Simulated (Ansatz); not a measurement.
**1T-MnSTe bilayer (AA) in a perpendicular field**

Aim: how the 1T-MnSTe bilayer (AA) screens a field along its normal, and what the field does to its bands. A positive field points along +c.

Method: plane-wave DFT, PBE+U-D3(BJ), Ansatz PAW, in Ansatz 0.2.0.

This is a report of a sequence of runs, with most program output left out.

## Step 1: The starting structure

The cell holds 6 atoms: 2 Te, 2 Mn and 2 S. Cell: a = 3.555 Å, b = 3.555 Å, c = 48.372 Å, α = 90.0°, β = 90.0°, γ = 120.0°. Regions: layer 1: 1T-MnSTe, 3 atoms (1 Te, 1 Mn and 1 S); layer 2: 1T-MnSTe, 3 atoms (1 Te, 1 Mn and 1 S). Vacuum lies along c.

## Step 2: Relaxation

The starting cell is a guess, so the in-plane lattice and the atoms are relaxed first, with the slab cut off from its images along the normal.

File input.yaml:

```yaml
crystal:
  lattice:
    - [3.555203, 0.0, 0.0]
    - [-1.7776015, 3.0788961136, 0.0]
    - [0.0, 0.0, 48.3723000381]
  atoms:
    - { symbol: Te, position: [0.6666666667, 0.3333333333, 0.4103588207] }
    - { symbol: Mn, position: [0.0, 0.0, 0.4450416938], spin: 4.0 }
    - { symbol: S, position: [0.3333333333, 0.6666666667, 0.4674400432] }
    - { symbol: Te, position: [0.6666666667, 0.3333333333, 0.5325599568] }
    - { symbol: Mn, position: [0.0, 0.0, 0.5672428298], spin: 4.0 }
    - { symbol: S, position: [0.3333333333, 0.6666666667, 0.5896411793] }
  periodic: [true, true, false]
magnetization:
  spin_polarized: true
kpoints:
  mp_grid: { grid: [12, 12, 1] }
hamiltonian:
  xc: pbe
  dispersion: d3bj
  hubbard: { sites: [{ species: Mn, l: d, u_eff: 4.0 }] }
scf:
  occupations: { method: fermi_dirac, width: 0.05 }
  convergence: { dr2_threshold: 1.0e-09 }
relax:
  f_tol: 0.004
  max_steps: 90
  cell: {}
output:
  write_potential: true
  write_density: true
  volumetric_format: npy
```

The run is started by

```console
$ ansatz run input.yaml --threads 4 --pin off --max-ram 6144MiB --backend cpu --events-out ev --progress --plain --runs-dir out
```

Wall time 14 min (4 threads of Arm Neoverse V1, shared host); peak memory 1.9 GiB; 55 min of CPU time.

Step by step:

| step | energy less that of the first step (eV) | largest force component (eV/Å) | volume (Å³) |
| --- | --- | --- | --- |
| 1 | 0.0000 | 1.4155 | 529.49 |
| 2 | -0.9442 | 0.6276 | 538.29 |
| 3 | -1.0002 | 0.2460 | 538.14 |
| 4 | -0.9998 | 0.3757 | 540.91 |
| 5 | -1.0133 | 0.0400 | 542.54 |
| 6 | -1.0137 | 0.0166 | 543.86 |
| 7 | -1.0138 | 0.0036 | 545.40 |
| 8 | -1.0137 | 0.0010 | 546.00 |
| 9* | -1.0146 | 0.0010 | 546.00 |
| 9* | -1.0146 | 0.0010 | 546.00 |

Relaxation steps marked * repeat the geometry before them on a plane-wave basis chosen anew for their cell, so energy and pressure can jump there. Relaxation step 4 was tried and not accepted.

The run keeps the 6 symmetry operations that it works with, so distortions that break them were not tested.

| cell as run | before | after | change |
| --- | --- | --- | --- |
| a (Å) | 3.555 | 3.610 | +1.5 % |
| b (Å) | 3.555 | 3.610 | +1.5 % |

The atoms that moved most (Å, along periodic axes as changes of fractional coordinates times the final cell, across vacuum about the mean position):

| atom | dx | dy | dz | length |
| --- | --- | --- | --- | --- |
| S3 | 0.000 | 0.000 | 0.358 | 0.358 |
| Te4 | 0.000 | 0.000 | -0.324 | 0.324 |
| Mn2 | 0.000 | 0.000 | 0.182 | 0.182 |
| Te1 | 0.000 | 0.000 | -0.132 | 0.132 |
| Mn5 | 0.000 | 0.000 | -0.086 | 0.086 |

Final coordinates:

```xyz
6
Lattice="3.6102 0.0000 0.0000 -1.8051 3.1265 0.0000 0.0000 0.0000 48.3723" Properties=species:S:1:pos:R:3
Te    1.8051    1.0422   19.7183
Mn    0.0000    0.0000   21.7097
S     0.0000    2.0844   22.9687
Te    1.8051    1.0422   25.4368
Mn    0.0000    0.0000   27.3529
S     0.0000    2.0844   28.5247
```

Numbers from this step:

```
energy at zero smearing : -23562.2451 eV
total moment            : 7.166 μB
site moments            : -0.2359, 4.073, -0.2091, -0.3827, 3.901, -0.2257 μB
```

Site moment by atom:

| atom | site moment (μB) |
| --- | --- |
| Te1 | -0.24 |
| Mn2 | 4.07 |
| S3 | -0.21 |
| Te4 | -0.38 |
| Mn5 | 3.90 |
| S6 | -0.23 |

The lattice constant a goes from 3.555 to 3.610 Å.

## Step 3: Single point, field 0

A sawtooth potential applies the field, turning back in the middle of the vacuum. With the dipole correction the typed value is the field outside the slab. The induced dipole is small, so the SCF threshold is tight.

The cell differs from the one that the last finished run ended in (c 48.372 → 26.806 Å).

File input.yaml:

```yaml
crystal:
  lattice:
    - [3.610207251, 0.0, 0.0]
    - [-1.8051036255, 3.1265311923, 0.0]
    - [0.0, 0.0, 26.8064027845]
  atoms:
    - { symbol: Te, position: [0.6666666667, 0.3333333333, 0.3357406838], spin: -0.24 }
    - { symbol: Mn, position: [0.0, 0.0, 0.4100314451], spin: 4.07 }
    - { symbol: S, position: [0.3333333333, 0.6666666667, 0.4569974764], spin: -0.21 }
    - { symbol: Te, position: [0.6666666667, 0.3333333333, 0.5490674602], spin: -0.38 }
    - { symbol: Mn, position: [0.0, 0.0, 0.6205462749], spin: 3.9 }
    - { symbol: S, position: [0.3333333333, 0.6666666667, 0.6642593162], spin: -0.23 }
magnetization:
  spin_polarized: true
kpoints:
  mp_grid: { grid: [18, 18, 1] }
  band_path:
    path: [[0, 0, 0], [0.5, 0, 0], [0.33333333, 0.33333333, 0], [0, 0, 0]]
    npoints: 16
hamiltonian:
  xc: pbe
  dispersion: d3bj
  hubbard: { sites: [{ species: Mn, l: d, u_eff: 4.0 }] }
scf:
  occupations: { method: fermi_dirac, width: 0.05 }
  convergence: { dr2_threshold: 1.0e-10 }
efield:
  axis: 3
  dipole_correction: true
  ramp_position: 0.97
  ramp_width: 0.06
  amplitude: 0
output:
  dos: { projected: true, e_range: [-6, 5] }
  bader: true
  write_potential: true
  write_density: true
  volumetric_format: npy
  elf: true
```

Wall time 1.9 min (4 threads); peak memory 1.6 GiB; 7.3 min of CPU time.

Numbers from this step:

* energy at zero smearing: -23562.2453 eV
* total moment: 7.197 μB
* site moments: -0.2323, 4.073, -0.2086, -0.3718, 3.903, -0.2246 μB
* work function, upper face: 6.263 eV
* work function, lower face: 5.108 eV
* dipole along the normal: -0.07205 e·Å
* step between the vacuum levels: 1.155 eV

Running mean over a fixed 2.5 Å (it still follows the layers) of the planar mean; the ramp of the sawtooth is left out. Table of electron's electrostatic potential energy less the Fermi level by z:

| z (Å) | electron's electrostatic potential energy less the Fermi level (eV) |
| --- | --- |
| 3.5 | 5.11 |
| 4.0 | 5.11 |
| 4.5 | 5.11 |
| 5.0 | 5.10 |
| 5.5 | 5.09 |
| 6.0 | 5.04 |
| 6.5 | 4.82 |
| 7.0 | 3.95 |
| 7.5 | 2.53 |
| 8.0 | 1.54 |
| 8.5 | 0.0254 |
| 9.0 | -1.15 |
| 9.5 | -2.33 |
| 10.0 | -3.55 |
| 10.5 | -4.90 |
| 11.0 | -5.52 |
| 11.5 | -5.91 |
| 12.0 | -4.78 |
| 12.5 | -2.75 |
| 13.0 | -1.80 |
| 13.5 | -0.786 |
| 14.0 | -0.270 |
| 14.5 | -1.04 |
| 15.0 | -2.20 |
| 15.5 | -3.40 |
| 16.0 | -4.77 |
| 16.5 | -5.77 |
| 17.0 | -5.96 |
| 17.5 | -4.98 |
| 18.0 | -2.42 |
| 18.5 | 0.340 |
| 19.0 | 2.85 |
| 19.5 | 4.95 |
| 20.0 | 5.97 |
| 20.5 | 6.20 |
| 21.0 | 6.25 |
| 21.5 | 6.26 |
| 22.0 | 6.26 |
| 22.5 | 6.26 |
| 23.0 | 6.26 |
| 23.5 | 6.26 |

The density of states has structure finer than the step of the table below, so its rows give means over 0.2 eV, whole bins alone (the curve runs from -6 to 1.99 eV). Peaks (eV: height): total -5.34: 13.9, -5.09: 15.8, -4.95: 12.9, -4.90: 14.2, -4.76: 20.1, -4.59: 18.1, -1.81: 10.2; up -5.34: 13.9, -5.09: 15.3, -5.01: 9.47, -4.95: 11.4, -4.90: 12.7, -4.76: 18.4, -4.59: 16.0; down -4.40: 4.10, -4.15: 6.38, -3.66: 4.40, -1.97: 5.47, -1.81: 8.61, -1.67: 5.45, -1.15: 5.54.

The density of states by energy, zero at the Fermi level; means over each step; values in states/eV a cell:

| energy (eV) | total | up | down |
| --- | --- | --- | --- |
| -5.8 | 4.02 | 4.02 | 0 |
| -5.6 | 2.62 | 2.62 | 0 |
| -5.4 | 6.35 | 6.35 | 0 |
| -5.2 | 8.47 | 8.10 | 0.372 |
| -5.0 | 7.98 | 7.03 | 0.949 |
| -4.8 | 9.47 | 7.87 | 1.60 |
| -4.6 | 9.73 | 7.69 | 2.04 |
| -4.4 | 6.17 | 3.16 | 3.01 |
| -4.2 | 3.68 | 1.55 | 2.13 |
| -4.0 | 2.34 | 1.25 | 1.09 |
| -3.8 | 3.93 | 2.27 | 1.66 |
| -3.6 | 6.11 | 3.71 | 2.40 |
| -3.4 | 3.75 | 2.33 | 1.43 |
| -3.2 | 3.79 | 2.40 | 1.39 |
| -3.0 | 5.18 | 2.42 | 2.76 |
| -2.8 | 3.82 | 1.56 | 2.26 |
| -2.6 | 3.19 | 1.13 | 2.06 |
| -2.4 | 4.55 | 2.03 | 2.53 |
| -2.2 | 5.46 | 2.09 | 3.37 |
| -2.0 | 6.11 | 1.51 | 4.60 |
| -1.8 | 5.79 | 1.60 | 4.19 |
| -1.6 | 4.91 | 1.89 | 3.02 |
| -1.4 | 3.67 | 2.23 | 1.44 |
| -1.2 | 4.89 | 2.19 | 2.70 |
| -1.0 | 5.14 | 2.46 | 2.68 |
| -0.8 | 4.15 | 2.24 | 1.91 |
| -0.6 | 3.81 | 1.83 | 1.98 |
| -0.4 | 3.58 | 1.80 | 1.78 |
| -0.2 | 4.66 | 3.17 | 1.49 |
| 0.0 | 3.08 | 2.18 | 0.894 |
| 0.2 | 2.08 | 1.40 | 0.679 |
| 0.4 | 2.46 | 1.90 | 0.566 |
| 0.6 | 3.04 | 2.57 | 0.474 |
| 0.8 | 2.52 | 2.14 | 0.383 |
| 1.0 | 2.99 | 2.72 | 0.268 |
| 1.2 | 2.40 | 2.24 | 0.162 |
| 1.4 | 1.28 | 1.27 | 0.00790 |
| 1.6 | 0.776 | 0.776 | 0 |
| 1.8 | 0.596 | 0.596 | 0 |

Projected DOS per atom over height of the atomic layer and energy from the Fermi level. Layers: Te Mn S Te Mn S from below.

Ten even steps from '0' (0.01 states/eV) to '9' (3.46 states/eV), each cell a mean:
```
000000
000100
101201
200201
200101
201101
201202
201302
202313
302102
303114
204114
102102
202213
211212
223212
101111
132241
192290
091191
050061
041020
```
Columns: height of the atomic layer (Å) from 9 to 17.8 (not evenly spaced); rows upwards: energy from the Fermi level (eV) from -5.96 to 1.96.

Projected DOS per atom, spin up over height of the atomic layer and energy from the Fermi level. Layers: Te Mn S Te Mn S from below.

Ten even steps from '_' (0.01 states/eV) to '@' (3.34 states/eV), each cell a mean:
```
____________
..____..____
..__..::__..
..____::__..
..____..__..
..__..____..
..__..____..
..__..____..
..__....__::
..__....__..
..__..______
..__..____..
____________
..____..____
....__......
..::......__
________..__
__--____==__
__@@____@@__
__@@____@@..
__**..__**..
__==..__::__
```
Columns: height of the atomic layer (Å) from 9 to 17.8 (not evenly spaced); rows upwards: energy from the Fermi level (eV) from -5.96 to 1.96.

Projected DOS per atom, spin down over height of the atomic layer and energy from the Fermi level. Layers: Te Mn S Te Mn S from below.

Ten even steps from '_' (0.00 states/eV) to '@' (1.38 states/eV), each cell a mean:
```
____________
____________
____________
..____..____
..____..____
::____::____
--__..==__..
--__..++....
==..--**..::
++..::::__..
**..++::::@@
--..**::..@@
::__++..__++
--__==::__++
::__::..__--
--__--::__==
::__::..__..
::__++==__::
..__====____
____..::____
____________
____________
```
Columns: height of the atomic layer (Å) from 9 to 17.8 (not evenly spaced); rows upwards: energy from the Fermi level (eV) from -5.96 to 1.96.

Deep bands are left out, so band numbers here count from the lowest band kept and differ from the log's. Electronic bands along the path, in eV, zero at the Fermi level; # counts the bands kept:

| point | up #14 | up #15 | up #18 | up #20 | down #9 | down #10 | down #11 | down #12 |
| --- | --- | --- | --- | --- | --- | --- | --- | --- |
| Γ | 0.14 | 0.14 | 0.66 | 2.03 | 0.99 | 0.99 | 1.33 | 1.33 |
| halfway | -1.59 | -1.30 | -0.27 | 1.02 | -1.25 | -0.36 | -0.01 | 0.31 |
| M | -3.43 | -2.11 | -0.92 | 0.66 | -1.52 | -1.18 | -0.60 | -0.37 |
| halfway | -3.19 | -2.49 | -1.31 | -0.16 | -1.75 | -1.59 | -1.17 | -1.09 |
| K | -3.00 | -2.89 | -2.09 | -0.02 | -2.12 | -1.70 | -1.18 | -1.17 |
| halfway | -1.89 | -1.59 | -0.35 | 0.34 | -1.39 | -0.71 | -0.52 | -0.38 |
| Γ | 0.14 | 0.14 | 0.66 | 2.03 | 0.99 | 0.99 | 1.33 | 1.33 |

Spin density in the ca plane at fractional y = 0.000, with atoms of Mn within 0.2 Å of it.

Ten even steps from '0' (0.0 e/Å³) to '9' (6.7 e/Å³), each cell a mean:
```
00000000000000000000000156200000000000026510
00000000000000000000000001000000000000001000
00000000000000000000000000000000000000000000
00000000000000000000000000000000000000000000
00000000000000000000000000000000000000000000
00000000000000000000000000000000000000000000
00000000000000000000000000000000000000000000
00000000000000000000000023100000000000012200
00000000000000000000000179300000000000039720
```
Columns run along c (16.0 Å, from fractional 0.07 to 0.67 of the cell), rows up along a (3.6 Å). Atoms in or near the plane, at fractional coordinates: Mn at (0.41, 0.00), Mn at (0.62, 0.00).

ELF in the ca plane at fractional y = 0.000, with atoms of Mn within 0.2 Å of it. It is the smooth field of the valence electrons, not physical close to the nuclei.

Ten even steps from '0' (0.00) to '9' (0.87), each cell a mean:
```
00000000000001122126984110000112213797311000
00000000000123444323442232101244422343233210
00000000002456666531113665213566652112566542
00000000014677666642136887424666663225788764
00000000024687656652247887424666663235888874
00000000013577666642125786313666663224677753
00000000001245555421222454112456642222345421
00000000000012233224763111000123322575211100
00000000000000112137995110000011114898411000
```
Columns run along c (16.0 Å, from fractional 0.14 to 0.73 of the cell), rows up along a (3.6 Å). Atoms in or near the plane, at fractional coordinates: Mn at (0.41, 0.00), Mn at (0.62, 0.00).

Valence density in the ca plane at fractional y = 0.000, with atoms of Mn within 0.2 Å of it. It is the smooth field of the valence electrons, not physical close to the nuclei.

Ten steps, logarithmic in the rise over the least value, from '0' (0 e/Å³) to '9' (22 e/Å³), each cell a mean:
```
00000000000000000000012589731000000011269852
00000000000000000001111245311000000111135431
00000000000000000111111111111110011111111111
00000000000000000122211101112111112221111112
00000000000000000122211101122211112221111112
00000000000000000112211111111110011221111111
00000000000000000011111122211100001111122221
00000000000000000000111467521000000011257741
00000000000000000000012699731000000001379962
```
Columns run along c (16.0 Å, from fractional 0.07 to 0.67 of the cell), rows up along a (3.6 Å). Atoms in or near the plane, at fractional coordinates: Mn at (0.41, 0.00), Mn at (0.62, 0.00).

The work function of the upper face is 6.26 eV.

## Step 4: Atoms held, field 0.05 V/Å

Edit input.yaml of step 3 so:

```diff
@@ -31,6 +31,4 @@
   ramp_width: 0.06
-  amplitude: 0
+  amplitude: 0.05
 output:
-  dos: { projected: true, e_range: [-6, 5] }
-  bader: true
   write_potential: true
@@ -38,2 +36 @@
   volumetric_format: npy
-  elf: true
```

It took 99 s on 4 threads; peak memory 1.6 GiB; 6.4 min of CPU time.

The dipole is -0.0370 e·Å, 0.0350 e·Å from its value without field.

## Step 5: Single point, field -0.05 V/Å

Edit input.yaml of step 4 so:

```diff
@@ -31,3 +31,3 @@
   ramp_width: 0.06
-  amplitude: 0.05
+  amplitude: -0.05
 output:
```

It took 100 s on 4 threads; peak memory 1.6 GiB; 6.5 min of CPU time.

The dipole is -0.107 e·Å, -0.0350 e·Å from its value without field.

## Step 6: Single point, field 0.1 V/Å

Edit input.yaml of step 5 so:

```diff
@@ -31,3 +31,3 @@
   ramp_width: 0.06
-  amplitude: -0.05
+  amplitude: 0.1
 output:
```

Elapsed: 1.7 min, on 4 threads; peak memory 1.6 GiB; 6.5 min of CPU time.

The dipole is -0.00203 e·Å, 0.0700 e·Å from its value without field.

## Step 7: Atoms held, field 0.2 V/Å

Edit input.yaml of step 6 so:

```diff
@@ -31,3 +31,3 @@
   ramp_width: 0.06
-  amplitude: 0.1
+  amplitude: 0.2
 output:
```

Elapsed: 1.7 min, on 4 threads; peak memory 1.6 GiB.

The dipole is 0.0680 e·Å, 0.140 e·Å from its value without field.

## Step 8: Single point, field 0.3 V/Å

Edit input.yaml of step 7 so:

```diff
@@ -31,4 +31,6 @@
   ramp_width: 0.06
-  amplitude: 0.2
+  amplitude: 0.3
 output:
+  dos: { projected: true, e_range: [-6, 5] }
+  bader: true
   write_potential: true
@@ -36 +38,2 @@
   volumetric_format: npy
+  elf: true
```

Elapsed: 1.9 min, on 4 threads; peak memory 1.6 GiB; 7.6 min of CPU time.

The dipole is 0.138 e·Å, 0.210 e·Å from its value without field.

## Step 9: Response, atoms held

This step: plane-wave DFT, PBE+U-D3(BJ), Ansatz PAW; response to a field along the normal, atoms held (Ansatz 0.2.0).

The dipoles give the slope, and the difference of two potentials shows where the field is screened.

Numbers from this step:

```
equivalent conductor thickness p/(ε₀AE) : 11.23 Å
distance between the outer atoms        : 8.806 Å
```

(Continued in part 2 of 2.)

[Logs are printed without paths, hosts, clocks, repeated set-up lines and the standing remarks that a program may print on its own settings, such as how far it seeks lower states.]

[Hosts, paths, dates, database ids (printed as entryN), source tags and the programs' standing remarks are cut or masked in the printed files.]

[Maps of the electrostatic potential energy from Ansatz leave out the sawtooth potential of an applied field or a dipole correction, so their vacuum need not be flat; planar profiles and work functions include it.]
